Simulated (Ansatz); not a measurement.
**What NaP3 (built on the sites of a database entry of NaN3) distorts into**

Wanted: the energy along a soft mode of NaP3 (built on the sites of a database entry of NaN3) and the structure at the end.

Program: Ansatz 0.2.0. Level of theory: DFT PBEsol, scalar-relativistic, plane waves, PAW. Results are calculated unless marked as measured.

Most raw output is cut from this account.

The structure was built from a prototype and need not be the compound's stable phase.

### Step 1. The starting structure

The structure is cubic, space group Pm-3m (No. 221). Conventional cell: a = 3.958 Å, b = 3.958 Å, c = 3.958 Å, α = 90.00°, β = 90.00°, γ = 90.00°. Nearest to Na lie 12 P at 2.80 Å. Nearest to P lie 8 P at 2.80 Å and 4 Na at 2.80 Å. Farther neighbours are not listed.

### Step 2. Phonons on a q mesh

The cell comes from relaxations at this level that are not shown. Stability and thermal properties need the whole zone. Linear response on a 4×4×4 q mesh gives force constants as far as a supercell of that size would.

input.yaml

```yaml
crystal:
  lattice:
    - [3.9575023488, 0.0, 0.0]
    - [0.0, 3.9575023488, 0.0]
    - [0.0, 0.0, 3.9575023488]
  atoms:
    - { symbol: Na, position: [0.0, 0.0, 0.0] }
    - { symbol: P, position: [0.0, 0.5, 0.5] }
    - { symbol: P, position: [0.5, 0.5, 0.0] }
    - { symbol: P, position: [0.5, 0.0, 0.5] }
kpoints:
  mp_grid: { grid: [12, 12, 12] }
hamiltonian:
  xc: pbesol
scf:
  occupations: { method: methfessel_paxton, width: 0.2 }
output:
  eigenvalues: true
phonons:
  method: dfpt
  qmesh: [4, 4, 4]
  temperatures: { t_max: 1000, t_step: 50 }
  qpath:
    path:
      - [[0.0, 0.0, 0.0], [0.0, 0.5, 0.0], [0.5, 0.5, 0.0], [0.0, 0.0, 0.0], [0.5, 0.5, 0.5], [0.0, 0.5, 0.0]]
      - [[0.5, 0.5, 0.5], [0.5, 0.5, 0.0]]
    npoints: 10
```

Command:

```console
$ ansatz run input.yaml --threads 8 --pin off --max-ram 14336MiB --backend cpu --events-out ev --progress --plain --runs-dir out
```

The job ended after 6 min (8 threads of Arm Neoverse V2, shared host; peak memory 3.9 GiB).

Numbers from this step:

| Item | Value |
| --- | --- |
| volume per atom | 15.50 Å³ |
| gap on the k-mesh | 0 eV |
| sum-rule residual before enforcement | 1.75e-5 eV/Å² |
| lowest frequency on the path | -223.9 cm⁻¹ |
| point group | m-3m |
| highest frequency on the path or at a solved wavevector | 302.4 cm⁻¹ |
| highest optical mode at the zone centre (no LO-TO term) | 301.3 cm⁻¹ |
| lowest optical zone-centre mode | -146.4 cm⁻¹ |
| lowest mode on the q mesh (acoustic modes at Γ apart) | -223.9 cm⁻¹ |

Frequencies (cm⁻¹) solved at each irreducible wavevector; negative means imaginary. Frequencies by wavevector, by row:

```
q in reciprocal lattice units  star  mode 1  mode 2  mode 3  mode 4  mode 10  mode 11  mode 12
                        0 0 0     1  -146.4  -146.4  -146.4       0    301.3    301.3    301.3
                     0 0 0.25     6  -180.6  -180.6    -154    50.3    284.2    290.9    290.9
                     0 0 -0.5     3  -163.8  -163.8   -99.9   -37.2    248.2      276      276
                  0 0.25 0.25    12  -223.9  -159.5  -148.6    62.3    265.4    278.1    300.8
                  0 0.25 -0.5    12  -179.1  -157.1   -99.3   -95.7    265.3    275.6    291.3
                  0 -0.5 -0.5     3  -162.6  -162.2  -150.3  -145.4    247.6    300.5    300.5
               0.25 0.25 0.25     8  -152.5  -143.1  -143.1   -93.9    249.5    296.5    296.5
               0.25 0.25 -0.5    12  -169.9  -165.9  -126.3  -124.2    278.3    286.8    289.8
               0.25 -0.5 -0.5     6  -188.7  -177.1  -144.5  -144.5    277.3    297.9    297.9
               -0.5 -0.5 -0.5     1  -216.8  -216.8  -216.8  -193.8    294.7    294.7    294.7
```

Interpolated from a 4×4×4 q mesh. The phonon branches at the labelled points (cm⁻¹):

| point | branch 1 | branch 2 | branch 3 | branch 4 | branch 9 | branch 10 | branch 11 | branch 12 |
| --- | --- | --- | --- | --- | --- | --- | --- | --- |
| Γ | -146 | -146 | -146 | 0 | 142 | 301 | 301 | 301 |
| halfway | -181 | -181 | -154 | 50 | 151 | 284 | 291 | 291 |
| X | -164 | -164 | -100 | -37 | 192 | 248 | 276 | 276 |
| halfway | -179 | -157 | -99 | -96 | 202 | 265 | 276 | 291 |
| M | -163 | -162 | -150 | -145 | 212 | 248 | 300 | 300 |
| halfway | -224 | -160 | -148 | 62 | 179 | 265 | 278 | 301 |
| Γ | -146 | -146 | -146 | 0 | 142 | 301 | 301 | 301 |
| halfway | -152 | -143 | -143 | -94 | 194 | 250 | 296 | 296 |
| R | -217 | -217 | -217 | -194 | 212 | 295 | 295 | 295 |
| halfway | -170 | -166 | -126 | -124 | 204 | 278 | 287 | 290 |
| X | -164 | -164 | -100 | -37 | 192 | 248 | 276 | 276 |
| jump to R | -217 | -217 | -217 | -194 | 212 | 295 | 295 | 295 |
| halfway | -189 | -177 | -144 | -144 | 212 | 277 | 298 | 298 |
| M | -163 | -162 | -150 | -145 | 212 | 248 | 300 | 300 |

Symmetry leaves 10 wavevectors to solve. The lowest mode among them, the acoustic zeros apart, lies at q = (0, 0.25, 0.25) and is imaginary, 223.9i cm⁻¹, so the energy falls along it.

### Step 3. The mode frozen in, largest atomic shift 0 Å

The mode followed lies at q = (-0.5, -0.5, -0.5) with frequency 216.8i cm⁻¹ and is 3-fold degenerate, one of the unstable modes though not the softest. At small amplitude the distorted cell has space group no. 166 by a symmetry search on the positions. The undistorted cell that holds it gives the zero of energy on the same k mesh.

System of this step: NaP3 (built on the sites of a database entry of NaN3). The structure is cubic, space group Pm-3m (No. 221). Conventional cell: a = 3.958 Å, b = 3.958 Å, c = 3.958 Å, α = 90.00°, β = 90.00°, γ = 90.00°. Nearest to Na lie 12 P at 2.80 Å. Nearest to P lie 4 Na at 2.80 Å and 8 P at 2.80 Å. Farther neighbours are not listed.

input.yaml

```yaml
crystal:
  lattice:
    - [3.9575023488, 3.9575023488, 0.0]
    - [3.9575023488, 0.0, 3.9575023488]
    - [3.9575023488, 0.0, -3.9575023488]
  atoms:
    - { symbol: Na, position: [0.0, 0.0, 0.0] }
    - { symbol: Na, position: [0.0, 0.5, 0.5] }
    - { symbol: P, position: [0.5, 0.5, 0.0] }
    - { symbol: P, position: [0.5, 0.0, 0.5] }
    - { symbol: P, position: [0.5, 0.5, 0.5] }
    - { symbol: P, position: [0.5, 0.0, 0.0] }
    - { symbol: P, position: [0.0, 1.0, 0.5] }
    - { symbol: P, position: [0.0, 0.5, 0.0] }
kpoints:
  mp_grid: { grid: [10, 10, 10] }
hamiltonian:
  xc: pbesol
scf:
  occupations: { method: methfessel_paxton, width: 0.2 }
output:
  forces: true
  stress: true
  eigenvalues: true
```

Wall time 1.3 s (8 threads); peak memory 0.58 GiB; 9.2 s of CPU time.

Numbers from this step:

```yaml
pressure: 0.2218 GPa
energy_from_the_undistorted_cell: 0 meV/atom
```

The run ends at a pressure of 0.22 GPa.

### Step 4. The mode frozen in, largest atomic shift 0.45 Å

The atoms are moved along the unstable eigenvector, the largest shift by 0.45 Å, with the cell fixed.

input.yaml, the sections that differ from step 3:

```yaml
crystal:
  lattice:
    - [3.9575023488, 3.9575023488, 0.0]
    - [3.9575023488, 0.0, 3.9575023488]
    - [3.9575023488, 0.0, -3.9575023488]
  atoms:
    - { symbol: Na, position: [0.0590733732, -0.0295366866, -0.0886100597] }
    - { symbol: Na, position: [-0.0590733732, 0.5295366866, 0.5886100597] }
    - { symbol: P, position: [0.4195962444, 0.5, 0.0804037556] }
    - { symbol: P, position: [0.5804037556, 0.0, 0.4195962444] }
    - { symbol: P, position: [0.5804037556, 0.4195962444, 0.4195962444] }
    - { symbol: P, position: [0.4195962444, 0.0804037556, 0.0804037556] }
    - { symbol: P, position: [0.0, 1.0, 0.4195962444] }
    - { symbol: P, position: [0.0, 0.5, 0.0804037556] }
# kpoints, hamiltonian, scf, output: as in step 3
```

Run time: 3 s. Hardware: 8 threads; peak memory 0.73 GiB; 22 s of CPU time.

This step gave:

- pressure: 7.577 GPa
- energy from the undistorted cell: -191.5 meV/atom

The energy, extrapolated to zero smearing, is -191.53 meV/atom against the undistorted cell.

The run ends at a pressure of 7.58 GPa, with forces up to 1.3 eV/Å.

### Step 5. Energy along the mode, all amplitudes (two of the runs are shown above)

An imaginary frequency means negative curvature, so the energy should fall and then rise again as anharmonic terms take over.

Numbers from this step:

```
depth at the lowest point sampled  : 191.5 meV/atom
largest atomic shift at that point : 0.45 Å
```

The energy from the parent by largest atomic shift:

| largest atomic shift (Å) | energy from the parent (meV/atom) |
| --- | --- |
| 0.000 | 0 |
| 0.040 | -2.70 |
| 0.080 | -11.4 |
| 0.140 | -37.0 |
| 0.220 | -84.1 |
| 0.320 | -144 |
| 0.450 | -192 |
| 0.600 | -139 |

Displacement at unit largest shift by atom:

```csv
atom,x (Å),y (Å),z (Å),size
Na1,-0.520,0.520,0.520,0.901
Na2,0.520,-0.520,-0.520,0.901
P3,0.000,-0.707,-0.707,1.000
P4,0.000,0.707,0.707,1.000
P5,-0.707,0.707,0.000,1.000
P6,0.707,-0.707,0.000,1.000
P7,-0.707,0.000,0.707,1.000
P8,0.707,0.000,-0.707,1.000
```

The lowest of the steps tried is at 0.45 Å, 192 meV/atom below the parent; the bottom of the well need not coincide with a step.

### Step 6. Relaxation from the frozen mode

Starting from the lowest point found, all atoms and the cell are let go, so that strain and other modes of the same symmetry can join in.

input.yaml: that of step 4 with these lines changed.

```diff
@@ -24 +24,6 @@
   eigenvalues: true
+relax:
+  adjacent_minimum: "off"
+  f_tol: 0.002
+  max_steps: 120
+  cell: { stress_tol: 0.03 }
```

Wall time 56 s (8 threads); peak memory 0.88 GiB; 7.1 min of CPU time.

Relaxation path:

```csv
step,energy less that of the first step (eV),largest force component (eV/Å),pressure (GPa),volume (Å³)
1,0.0000,0.7687,7.58,123.96
2,-0.6155,0.3736,2.33,133.91
3,-0.8756,0.2191,0.40,141.70
4,-0.9405,0.1581,-0.29,144.72
5,-0.0689,2.4048,8.42,152.82
6,-0.9747,0.1693,-0.28,147.31
7,-0.9873,0.0826,-0.84,153.53
8,-0.9993,0.0510,-0.22,151.17
9,-1.0017,0.0101,0.11,151.35
10,-1.0021,0.0119,0.06,151.76
11,-1.0022,0.0036,-0.01,151.74
12,-1.0022,0.0002,0.00,151.76
13*,-1.0268,0.0018,0.27,151.76
14,-1.0284,0.0032,0.07,153.03
15,-1.0284,0.0047,0.01,153.37
16,-1.0284,0.0007,-0.01,153.42
17*,-1.0287,0.0007,-0.01,153.42
```

Relaxation steps marked * repeat the geometry before them on a plane-wave basis chosen anew for their cell, so energy and pressure can jump there. Relaxation step 5 was tried and not accepted.

The run keeps the 12 symmetry operations that it works with, so distortions that break them were not tested.

```csv
"conventional cell, symmetrised",before,after,change
a (Å),5.597,5.892,+5.3 %
b (Å),5.597,5.892,+5.3 %
c (Å),13.709,15.307,+11.7 %
volume (Å³/atom),15.50,19.18,+23.8 %
```

The atoms that moved most (Å, as changes of fractional coordinates times the final cell):

| atom | dx | dy | dz | length |
| --- | --- | --- | --- | --- |
| Na2 | 0.218 | -0.218 | -0.218 | 0.377 |
| Na1 | -0.218 | 0.218 | 0.218 | 0.377 |
| P4 | -0.215 | 0.118 | 0.118 | 0.272 |
| P5 | -0.118 | 0.118 | 0.215 | 0.272 |
| P6 | 0.118 | -0.118 | -0.215 | 0.272 |
| P7 | -0.118 | 0.215 | 0.118 | 0.272 |
| P8 | 0.118 | -0.215 | -0.118 | 0.272 |
| P3 | 0.215 | -0.118 | -0.118 | 0.272 |

Numbers from this step:

- pressure: -0.005549 GPa
- volume per atom: 19.18 Å³

The distorted start has space group R-3m; the relaxation ends in R-3m.

### Step 7. The new phase in its own primitive cell

The relaxed structure is symmetrised, reduced to its primitive cell and relaxed tightly, as its phonons need.

input.yaml

```yaml
crystal:
  lattice:
    - [2.9461185749, 1.7009423523, 5.1024749838]
    - [-2.9461185749, 1.7009423523, 5.1024749838]
    - [0.0, -3.4018847046, 5.1024749838]
  atoms:
    - { symbol: Na, position: [0.8041482604, 0.8041482604, 0.8041482604] }
    - { symbol: Na, position: [0.1958517396, 0.1958517396, 0.1958517396] }
    - { symbol: P, position: [0.6680236279, 0.2252597362, 0.2252597362] }
    - { symbol: P, position: [0.3319763721, 0.7747402638, 0.7747402638] }
    - { symbol: P, position: [0.7747402638, 0.3319763721, 0.7747402638] }
    - { symbol: P, position: [0.2252597362, 0.6680236279, 0.2252597362] }
    - { symbol: P, position: [0.7747402638, 0.7747402638, 0.3319763721] }
    - { symbol: P, position: [0.2252597362, 0.2252597362, 0.6680236279] }
kpoints:
  mp_grid: { grid: [9, 9, 9] }
hamiltonian:
  xc: pbesol
scf:
  occupations: { method: methfessel_paxton, width: 0.2 }
output:
  forces: true
  stress: true
  eigenvalues: true
relax:
  adjacent_minimum: "off"
  f_tol: 0.001
  max_steps: 60
  cell: { stress_tol: 0.01 }
```

Elapsed: 17 s, on 8 threads; peak memory 0.81 GiB; 2.1 min of CPU time.

Relaxation path:

```
step  energy less that of the first step (eV)  largest force component (eV/Å)  pressure (GPa)  volume (Å³)
   1                                   0.0000                          0.0277           -0.02       153.42
   2                                  -0.0002                          0.0179            0.00       153.43
   3                                  -0.0004                          0.0036            0.01       153.60
   4                                  -0.0004                          0.0015           -0.01       153.71
   5                                  -0.0004                          0.0013            0.00       153.69
   6                                  -0.0004                          0.0001            0.00       153.69
  7*                                  -0.0004                          0.0001            0.00       153.69
```

Relaxation steps marked * repeat the geometry before them on a plane-wave basis chosen anew for their cell, so energy and pressure can jump there.

Forces are held to the 12 operations that the run works with; a distortion that breaks them can't arise in this run.

```csv
"conventional cell, symmetrised",before,after,change
a (Å),5.892,5.897,+0.1 %
b (Å),5.892,5.897,+0.1 %
c (Å),15.307,15.311,+0.0 %
volume (Å³/atom),19.18,19.21,+0.2 %
```

This step gave:

| Property | Result |
| --- | --- |
| pressure | 3.56e-4 GPa |
| volume per atom | 19.21 Å³ |

The largest force component left is 0.053 meV/Å and the pressure is 0.000 GPa, within the tolerances set. The cell now holds 19.21 Å³/atom.

### Step 8. Modes of the new phase, k-mesh 9×9×9

A relaxed structure may still be a saddle point, so its zone-centre modes are computed. No field response is asked, since the mesh shows no gap.

input.yaml

```yaml
crystal:
  lattice:
    - [2.9484726852, 1.7023014985, 5.1035774134]
    - [-2.9484726852, 1.7023014985, 5.1035774134]
    - [0.0, -3.404602997, 5.1035774134]
  atoms:
    - { symbol: Na, position: [0.8039747259, 0.8039747259, 0.8039747259] }
    - { symbol: Na, position: [0.1960252741, 0.1960252741, 0.1960252741] }
    - { symbol: P, position: [0.6690172526, 0.2247096148, 0.2247096148] }
    - { symbol: P, position: [0.3309827474, 0.7752903852, 0.7752903852] }
    - { symbol: P, position: [0.7752903852, 0.3309827474, 0.7752903852] }
    - { symbol: P, position: [0.2247096148, 0.6690172526, 0.2247096148] }
    - { symbol: P, position: [0.7752903852, 0.7752903852, 0.3309827474] }
    - { symbol: P, position: [0.2247096148, 0.2247096148, 0.6690172526] }
kpoints:
  mp_grid: { grid: [9, 9, 9] }
hamiltonian:
  xc: pbesol
scf:
  occupations: { method: methfessel_paxton, width: 0.2 }
output:
  eigenvalues: true
phonons:
  method: dfpt
```

It took 1.9 min on 8 threads; peak memory 5.5 GiB; 14 min of CPU time.

This step gave:

- sum-rule residual before enforcement: 5.68e-6 eV/Å²
- point group: -3m
- highest optical mode at the zone centre (no LO-TO term): 362.1 cm⁻¹
- lowest optical zone-centre mode: -60.74 cm⁻¹

Patterns of degenerate modes are one choice out of their space. The modes at Γ (shares of kinetic energy by element, %) (negative means imaginary):

```
mode  frequency (cm⁻¹)  symmetry  Na %  P %
   1             -60.7        Eu    17   83
   2             -60.7        Eu    17   83
   3               0.0  acoustic    20   80
   4               0.0  acoustic    20   80
   5               0.0  acoustic    20   80
   6              42.6        Eg    16   84
   7              42.6        Eg    16   84
   8             108.4        Eu    63   37
   9             108.4        Eu    63   37
  10             118.3        Eg    45   55
  11             118.3        Eg    45   55
  12             130.9       A2g     0  100
  13             148.7       A1g    84   16
  14             153.7        Eg    38   62
  15             153.7        Eg    38   62
  16             172.5       A2u    61   39
  17             233.3       A2u    19   81
  18             244.6       A1g    15   85
  19             329.5       A1u     0  100
  20             357.1        Eu     0  100
  21             357.1        Eu     0  100
  22             359.0       A1g     1   99
  23             362.1        Eg     0  100
  24             362.1        Eg     0  100
```

Displacements in mode 1 (-60.7 cm⁻¹), the largest set to 1:
```
Na1  0.05  1.00  0.00
Na2  0.05  1.00  0.00
P3   0.82 -0.67  0.40
P4   0.82 -0.67  0.40
P5  -0.80 -0.75  0.33
P6  -0.80 -0.75  0.33
P7  -0.06  0.68 -0.73
P8  -0.06  0.68 -0.73
```

Displacements in mode 24 (362.1 cm⁻¹), the largest set to 1:
```
Na1  0.00 -0.09  0.00
Na2  0.00  0.09  0.00
P3  -0.36  1.00 -0.28
P4   0.36 -1.00  0.28
P5  -0.36 -1.00  0.28
P6   0.36  1.00 -0.28
P7   0.00 -0.37 -0.57
P8   0.00  0.37  0.57
```

Before it was imposed, the acoustic sum rule was missed by 5.7e-6 eV/Å². Small misses are needed for a sound result but don't prove that mesh and cutoff are converged. The lowest optical mode is imaginary, 60.7i cm⁻¹, so the energy falls along it.

### Step 9. Summary of results

| Quantity | Value |
| --- | --- |
| unstable mode of the parent | q = (-0.5, -0.5, -0.5), 217i cm⁻¹ |
| depth at the lowest point sampled | 192 meV/atom |
| largest atomic shift at that point | 0.45 Å |
| space group reached (within 0.01 Å) | R-3m |
| energy gained over the parent (first relaxation, on the mesh of the frozen mode) | 320 meV/atom |
| volume per atom, phase reached | 19.2 Å³ |
| lowest optical zone-centre mode, phase reached | -60.7 cm⁻¹ |
| highest optical mode at the zone centre (no LO-TO term), phase reached | 362 cm⁻¹ |

Along this mode the structure falls into R-3m, 320 meV/atom below the parent. At the parent's cell the well is 191.5 meV/atom deep on the steps tried, with its lowest point at a shift of 0.45 Å. Relaxing atoms and cell changes the gain by +128.82 meV/atom against the lowest step (energies at zero smearing). The new phase still has an imaginary mode at the zone centre of its cell, so it is a saddle point on the way to a lower structure. Of the 4 patterns followed to their end from this parent, this one reaches the lowest energy. Each path keeps the symmetry of its pattern, so a lower phase may lie along a pattern not tried. With no gap, or one that is small against the smearing, the frequencies hang on the k mesh and the smearing, most of all near Kohn anomalies. The starting cell was built on a prototype and not taken from a measurement, so the phase need not exist.

[Logs are printed without paths, hosts, clocks, repeated set-up lines and the standing remarks that a program may print on its own settings, such as how far it seeks lower states.]

[Hosts, paths, dates, database ids (printed as entryN), source tags and the programs' standing remarks are cut or masked in the printed files.]
